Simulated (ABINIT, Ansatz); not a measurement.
# SrCl2 (Fm-3m): zone-centre phonons

Aim: the zone-centre modes of SrCl2 (Fm-3m).

Main program and level: ABINIT 10.8.3; DFT LDA, scalar-relativistic, plane waves, PseudoDojo norm-conserving pseudopotentials.

This is a report of a sequence of runs, with most program output left out.

**1. Starting point**

It takes space group Fm-3m (No. 225, cubic). Conventional cell: a = 6.799 Å, b = 6.799 Å, c = 6.799 Å, α = 90.00°, β = 90.00°, γ = 90.00°. Sr has 8 Cl at 2.94 Å nearest. Nearest to Cl lie 4 Sr at 2.94 Å. Farther neighbours and most contacts between anions are not listed.

**2. Relaxing the cell and atoms**

The harmonic expansion needs vanishing forces, and a free crystal bears no stress, so cell and atoms are brought to rest. Stress is more sensitive to the basis than forces are: the last 3 Ha under the cutoff are smoothed with ecutsm, and the cutoff is raised above that of the later runs.

The starting cell comes from a relaxation made beforehand in Ansatz (LDA, PseudoDojo NC).

relax.abi reads:

```
# relaxation
ionmov 2
optcell 2
dilatmx 1.08
ntime 40
tolmxf 1.0d-05
tolvrs 1.0d-14
prtwf 0
prtden 0
chksymtnons 0

# basis, mesh and filling
ecut 35.0
ecutsm 3.0
ngkpt 6 6 6
nshiftk 1
shiftk 0.0 0.0 0.0
istwfk *1
occopt 1
nband 12
nstep 100
diemac 9.0
prtebands 0
prtgsr 0
useylm 1

# cell and atoms
acell 9.085448502 9.085448502 9.085448502
rprim 
    0.0 0.7071067812 0.7071067812
    0.7071067812 0.0 0.7071067812
    0.7071067812 0.7071067812 0.0
ntypat 2
znucl 38 17
natom 3
typat 1 2 2
xred 
    0.0 0.0 0.0
    0.25 0.25 0.25
    0.75 0.75 0.75
pp_dirpath "./pseudo"
pseudos "Sr.upf, Cl.upf"
```

The run is started by

```console
$ OMP_NUM_THREADS=1 mpirun -n 4 abinit relax.abi > relax.log
```

It took 83 s on 4 MPI ranks of Intel Xeon at 2.70GHz, shared host.

Little changed from the start: no atom moved by 0.005 Å and no cell edge by 0.1 %.

Read from the output:

```yaml
volume_per_atom: 26.19 Å³
pressure: 1.81e-7 GPa
```

**3. Self-consistent run for the response**

The response is built on these wavefunctions, so the potential is converged far more tightly than an energy would need. The mesh is shifted off Γ, since shifted meshes converge sums over the zone faster.

gs.abi reads:

```
# ground state
tolvrs 1.0d-16
prtden 1
prtwf 1

# basis, mesh and filling
ecut 28.0
ngkpt 4 4 4
nshiftk 4
shiftk 
    0.5 0.5 0.5
    0.5 0.0 0.0
    0.0 0.5 0.0
    0.0 0.0 0.5
istwfk *1
occopt 1
nband 12
nstep 100
diemac 9.0
prtebands 0
prtgsr 0
useylm 1

# cell and atoms
acell 9.085100651 9.085100651 9.085100651
rprim 
    0.0 0.7071067812 0.7071067812
    0.7071067812 0.0 0.7071067812
    0.7071067812 0.7071067812 0.0
ntypat 2
znucl 38 17
natom 3
typat 1 2 2
xred 
    0.0 0.0 0.0
    0.25 0.25 0.25
    0.75 0.75 0.75
pp_dirpath "./pseudo"
pseudos "Sr.upf, Cl.upf"
```

The run is started by

```console
$ OMP_NUM_THREADS=1 mpirun -n 4 abinit gs.abi > gs.log
```

Wall time 15 s (4 MPI ranks).

This step gave:

* pressure: -0.2442 GPa

The cell stands at -0.24 GPa: the relaxation ran with a smoothed and higher cutoff and on another k mesh.

**4. The gap at rest**

Empty bands on the ground state's density check that the gap assumed so far is there in this cell.

gap.abi reads:

```
# empty bands on the ground state's density
iscf -2
getden_filepath "gso_DEN"
tolwfr 1.0d-12
nbdbuf 2
prtwf 0

# basis, mesh and filling
ecut 28.0
ngkpt 6 6 6
nshiftk 1
shiftk 0.0 0.0 0.0
istwfk *1
occopt 1
nband 16
nstep 100
diemac 9.0
prtebands 0
prtgsr 0
useylm 1

# cell and atoms
acell 9.085100651 9.085100651 9.085100651
rprim 
    0.0 0.7071067812 0.7071067812
    0.7071067812 0.0 0.7071067812
    0.7071067812 0.7071067812 0.0
ntypat 2
znucl 38 17
natom 3
typat 1 2 2
xred 
    0.0 0.0 0.0
    0.25 0.25 0.25
    0.75 0.75 0.75
pp_dirpath "./pseudo"
pseudos "Sr.upf, Cl.upf"
```

The run is started by

```console
$ OMP_NUM_THREADS=1 mpirun -n 4 abinit gap.abi > gap.log
```

Run time: 14 s. Hardware: 4 MPI ranks; 54 s of CPU time.

This step gave:

- gap on the k-mesh: 5.103 eV

In this cell the gap on the mesh is 5.1 eV, direct, so fixed occupations hold.

**5. Zone-centre response**

The derivative of the wavefunctions by k comes first, since the response to a field is built on it; then the field and the displacements that symmetry doesn't supply are solved at q = 0.

It reads the wavefunctions written in step 3.

dfpt_gamma.abi reads:

```
ndtset 2

# common to the responses
getwfk_filepath "gso_WFK"
kptopt 2
nqpt 1
qpt 0.0 0.0 0.0
asr 0
chneut 0

# d/dk
rfelfd1 2
rfdir1 1 1 1
iscf1 -3
tolwfr1 1.0d-20

# displacements, field
rfphon2 1
rfatpol2 1 3
rfdir2 1 1 1
rfelfd2 3
getddk2 1
tolvrs2 1.0d-10
prtwf2 0

# basis, mesh and filling
ecut 28.0
ngkpt 4 4 4
nshiftk 4
shiftk 
    0.5 0.5 0.5
    0.5 0.0 0.0
    0.0 0.5 0.0
    0.0 0.0 0.5
istwfk *1
occopt 1
nband 12
nstep 100
diemac 9.0
prtebands 0
prtgsr 0
useylm 1

# cell and atoms
acell 9.085100651 9.085100651 9.085100651
rprim 
    0.0 0.7071067812 0.7071067812
    0.7071067812 0.0 0.7071067812
    0.7071067812 0.7071067812 0.0
ntypat 2
znucl 38 17
natom 3
typat 1 2 2
xred 
    0.0 0.0 0.0
    0.25 0.25 0.25
    0.75 0.75 0.75
pp_dirpath "./pseudo"
pseudos "Sr.upf, Cl.upf"
```

The run is started by

```console
$ OMP_NUM_THREADS=1 mpirun -n 4 abinit dfpt_gamma.abi > dfpt_gamma.log
```

Elapsed: 7.4 min, on 4 MPI ranks.

Numbers from this step:

```
miss of the charge sum rule                                       : 9.06e-4 e
largest acoustic frequency at the zone centre before the sum rule : 0.27 cm⁻¹
highest optical zone-centre mode (no LO-TO term)                  : 191.6 cm⁻¹
lowest optical zone-centre mode                                   : 155.4 cm⁻¹
mean high-frequency dielectric constant                           : 3.129
largest Born charge in size (third of the trace)                  : 2.488 e
```

Born charge (rows field, columns displacement), before the sum rule (e), principal values of the symmetric part by kind of site:

| atom | atoms with these values | low | middle | high | mean |
| --- | --- | --- | --- | --- | --- |
| Sr1 | 1 | 2.49 | 2.49 | 2.49 | 2.49 |
| Cl2 | 2 | -1.24 | -1.24 | -1.24 | -1.24 |

In full for Sr1:

```
2.49 0.00 0.00
0.00 2.49 0.00
0.00 0.00 2.49
```

High-frequency dielectric tensor:

```
3.13 0.00 0.00
0.00 3.13 0.00
0.00 0.00 3.13
```

The acoustic modes at Γ come out as far as 0.3 cm⁻¹ from zero, where they should vanish, a small numerical error; the Born charges miss their sum rule by 9.1e-4 e, which is good.

**6. Zone-centre analysis**

anaddb reads the merged derivatives, imposes the acoustic sum rule and charge neutrality, and adds the LO-TO term along chosen directions.

anaddb.abi reads:

```
ddb_filepath "gamma_DDB"
output_file "anaddb.abo"
outdata_prefix "anaddb"
asr 1
chneut 1
enunit 2
eivec 1
nph1l 1
qph1l 0.0 0.0 0.0 1.0
dieflag 1
nph2l 3
qph2l 
    1.0 0.0 0.0 0.0
    0.0 0.0 1.0 0.0
    1.0 1.0 1.0 0.0
```

mrgddb.in reads:

```
gamma_DDB
merged
2
dfpt_gammao_DS2_DDB
gso_DDB
```

The run is started by

```console
$ mrgddb < mrgddb.in > mrgddb.log
$ OMP_NUM_THREADS=1 anaddb anaddb.abi > anaddb.log
```

Wall time 0.72 s (1 thread).

This step gave:

- mean static dielectric constant: 7.225
- highest mode moved by the LO-TO term: 236.1 cm⁻¹

No LO-TO term; unit eigenvectors of the mass-weighted matrix, from anaddb's displacements. Modes at Γ, with each element's share of the kinetic energy:

| mode | frequency (cm⁻¹) | symmetry | Sr % | Cl % |
| --- | --- | --- | --- | --- |
| 1 | 0.0 | acoustic | 55 | 45 |
| 2 | 0.0 | acoustic | 55 | 45 |
| 3 | 0.0 | acoustic | 55 | 45 |
| 4 | 155.4 | T1u | 45 | 55 |
| 5 | 155.4 | T1u | 45 | 55 |
| 6 | 155.4 | T1u | 45 | 55 |
| 7 | 191.6 | T2g | 0 | 100 |
| 8 | 191.6 | T2g | 0 | 100 |
| 9 | 191.6 | T2g | 0 | 100 |

Displacements in mode 4 (155.4 cm⁻¹), the largest set to 1:
```
Sr1  0.00  0.00  0.81
Cl2  0.00  0.00 -1.00
Cl3  0.00  0.00 -1.00
```

Displacements in mode 7 (191.6 cm⁻¹), the largest set to 1:
```
Sr1  0.00  0.00  0.00
Cl2  0.00  0.00  1.00
Cl3  0.00  0.00 -1.00
```

Trace of the oscillator strength, degenerate modes summed. Infrared lines, with heights relative to the strongest:

| position (cm⁻¹) | lines merged | IR intensity, relative |
| --- | --- | --- |
| 155 | 3 | 100 |
| 192 | 3 | 0.0 |

Static dielectric tensor (ions relaxed, fixed cell):

```
7.22 0.00 0.00
0.00 7.22 0.00
0.00 0.00 7.22
```

The rule moves no optical mode by more than 0.1 cm⁻¹.

**7. Sum rules set otherwise (asr 0)**

Without the rule the raw error of the acoustic modes shows.

anaddb.abi: that of step 6 with these lines changed.

```diff
@@ -3,4 +3,4 @@
 outdata_prefix "anaddb"
-asr 1
-chneut 1
+asr 0
+chneut 0
 enunit 2
```

mrgddb.in is that of step 6.

Run time: 0.79 s. Hardware: 1 thread.

Numbers from this step:

```
mean static dielectric constant : 7.224
```

Zone-centre frequencies as printed; negative means imaginary. Modes:

| mode | frequency (cm⁻¹) |
| --- | --- |
| 1 | 0.27 |
| 2 | 0.27 |
| 3 | 0.27 |
| 4 | 155.4 |
| 5 | 155.4 |
| 6 | 155.4 |
| 7 | 191.6 |
| 8 | 191.6 |
| 9 | 191.6 |

**8. Cross-check with Ansatz**

The same cell, potentials and cutoff go through another code, on another k mesh. Its k mesh is centred on Γ.

This step: DFT LDA, scalar-relativistic, plane waves, PseudoDojo norm-conserving pseudopotentials (Ansatz 0.2.0).

input.yaml reads:

```yaml
crystal:
  lattice:
    - [0.0, 3.3995065181, 3.3995065181]
    - [3.3995065181, 0.0, 3.3995065181]
    - [3.3995065181, 3.3995065181, 0.0]
  atoms:
    - { symbol: Sr, position: [0.0, 0.0, 0.0] }
    - { symbol: Cl, position: [0.25, 0.25, 0.25] }
    - { symbol: Cl, position: [0.75, 0.75, 0.75] }
kpoints:
  mp_grid: { grid: [6, 6, 6] }
hamiltonian:
  xc: lda
  pseudopotentials: { kind: nc, accuracy: standard }
scf:
  occupations: { method: fixed }
output:
  eigenvalues: true
basis:
  ecutwfc: 761.919
phonons:
  method: dfpt
  dielectric: true
  rigid_motions: translations
```

The run is started by

```console
$ ansatz run input.yaml --threads 4 --pin off --max-ram 8192MiB --backend cpu --events-out ev --progress --plain --runs-dir out
```

Run time: 26 s. Hardware: 4 threads; peak memory 0.86 GiB; 92 s of CPU time.

Read from the output:

```
sum-rule residual before enforcement             : 3.23e-5 eV/Å²
miss of the charge sum rule                      : 2.02e-5 e
mean high-frequency dielectric constant          : 3.130
largest Born charge in size (third of the trace) : 2.489 e
mean static dielectric constant                  : 7.229
highest mode moved by the LO-TO term             : 236.2 cm⁻¹
```

Transverse modes. Lines of the infrared spectrum (strongest = 100):

| position (cm⁻¹) | label | IR intensity ((D/Å)²/amu), degenerate modes summed, relative |
| --- | --- | --- |
| 155 | T1u | 100 |
| 192 | T2g | 0.0 |

**9. The two compared: ABINIT PseudoDojo and Ansatz, PseudoDojo**

Numbers from this step:

```yaml
root_mean_square_difference: 0.01 cm⁻¹
largest_difference: 0.01 cm⁻¹
```

Frequencies side by side, by row:

| q (reciprocal lattice) | mode | ABINIT PseudoDojo (cm⁻¹) | Ansatz, PseudoDojo (cm⁻¹) |
| --- | --- | --- | --- |
| 0 0 0 | 1 | 0 | 0 |
| 0 0 0 | 2 | 0 | 0 |
| 0 0 0 | 3 | 0 | 0 |
| 0 0 0 | 4 | 155.4 | 155.4 |
| 0 0 0 | 5 | 155.4 | 155.4 |
| 0 0 0 | 6 | 155.4 | 155.4 |
| 0 0 0 | 7 | 191.6 | 191.6 |
| 0 0 0 | 8 | 191.6 | 191.6 |
| 0 0 0 | 9 | 191.6 | 191.6 |

The two runs side by side. Further quantities:

| quantity | ABINIT PseudoDojo | Ansatz, PseudoDojo |
| --- | --- | --- |
| mean ε∞ | 3.129 | 3.13 |
| largest Born charge in size (e; the first before, the second after the charge sum rule) | 2.488 | 2.489 |
| summed IR intensity ((D/Å)²/amu) | 10.93 | 10.94 |

At the zone centre the largest difference (acoustic modes at Γ apart) is 0.005 % of the highest mode.

**10. Outcome**

```json
{"space group after relaxation": "Fm-3m", "volume per atom": "26.2 Å³", "highest optical zone-centre mode (no LO-TO term)": "191.6 cm⁻¹", "lowest optical zone-centre mode": "155.4 cm⁻¹", "highest mode moved by the LO-TO term": "236.1 cm⁻¹", "mean high-frequency dielectric constant": "3.13", "largest Born charge in size (third of the trace)": "2.49 e", "mean static dielectric constant": "7.22", "imaginary optical modes at the zone centre (no q mesh in this session)": "none", "largest difference from Ansatz, PseudoDojo": "0.01 cm⁻¹"}
```

In words: At the LDA level the optical modes of SrCl2 (Fm-3m) at the zone centre (no LO-TO term) run from 155 to 192 cm⁻¹. Along the directions run, the highest mode that the macroscopic field moves lies at 236 cm⁻¹. Lattice motion raises the mean dielectric constant from 3.129 to 7.225. The Born charge of Sr is 2.488 e against a formal charge of +2, somewhat above it. ABINIT PseudoDojo and Ansatz, PseudoDojo agree to 0.01 cm⁻¹ (0.005 % of the highest mode compared) on all solved modes but the acoustic ones at Γ, without the LO-TO term. These are harmonic frequencies at zero temperature: anharmonic shifts and linewidths and thermal expansion are left out. Ansatz warns that the cutoff lies 18 % under the one recommended for these files; agreement at one cutoff is not convergence.

[Host names and launcher messages were left out of these logs when they were recorded.]

[Logs are printed without paths, hosts, clocks, repeated set-up lines and the standing remarks that a program may print on its own settings, such as how far it seeks lower states.]

[Hosts, paths, dates, database ids (printed as entryN), source tags and the programs' standing remarks are cut or masked in the printed files.]
